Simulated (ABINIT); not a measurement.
An input for ABINIT 10.8.3 (CdS (Greenockite)):

```
acell 3*1.0 Angstrom
rprim 
  4.149999999997 0.000000000001 0.000000000000
  -2.074999999999 3.594005425702 0.000000000000
  0.000000000000 0.000000000000 6.737000000000
ntypat 2
znucl 48 16
natom 4
typat 1 1 2 2
xred 
  0.333333333333 0.666666666667 0.000000000000
  0.666666666667 0.333333333333 0.500000000000
  0.333333333333 0.666666666667 0.375000000000
  0.666666666667 0.333333333333 0.875000000000
pp_dirpath "pseudos"
pseudos "Cd.upf, S.upf"
ecut 47
ngkpt 3 3 2
nshiftk 1
shiftk 0 0 0
kptopt 1
chksymbreak 0
istwfk *1
occopt 1
irdwfk 1
optdriver 3
nband 38
ecuteps 5.6
inclvkb 2
awtr 1
symchi 1
gwcomp 1
gwencomp 2
indata_prefix "in"
outdata_prefix "out"
tmpdata_prefix "tmp"
```

The database entry behind the starting cell differs from later determinations by our own check (about 0.35 % long), so it need not match the best structure at ambient conditions.

```sh
OMP_NUM_THREADS=1 mpirun -n 8 abinit run.abi > log
```

Question: How long will it take on 8 MPI ranks of Arm Neoverse N1, shared host, and how much memory?

It took 64 s; on shared hardware allow 32 s to 2.1 min. Peak host memory was 2.2 GiB.

[Paths, hosts, dates, memory and timing lines, banners, echoed tables and standing remarks are left out of the program output.]

[Logs are printed without paths, hosts, clocks, repeated set-up lines and the standing remarks that a program may print on its own settings, such as how far it seeks lower states.]

[Runs of the session that timed out or met a known fault of the program may be left out.]

[Hosts, paths, dates, database ids (printed as entryN), source tags and the programs' standing remarks are cut or masked in the printed files.]

[G0W0 gaps are taken among the corrected bands and points alone; a level outside them can change the order at an edge.]

[Where Ansatz stands beside ABINIT at settings called matched, ABINIT's density can come from a denser mesh and the files from another edition; pairs whose starting gaps differed by over 0.03 eV were left out, so agreement reads better than it is.]
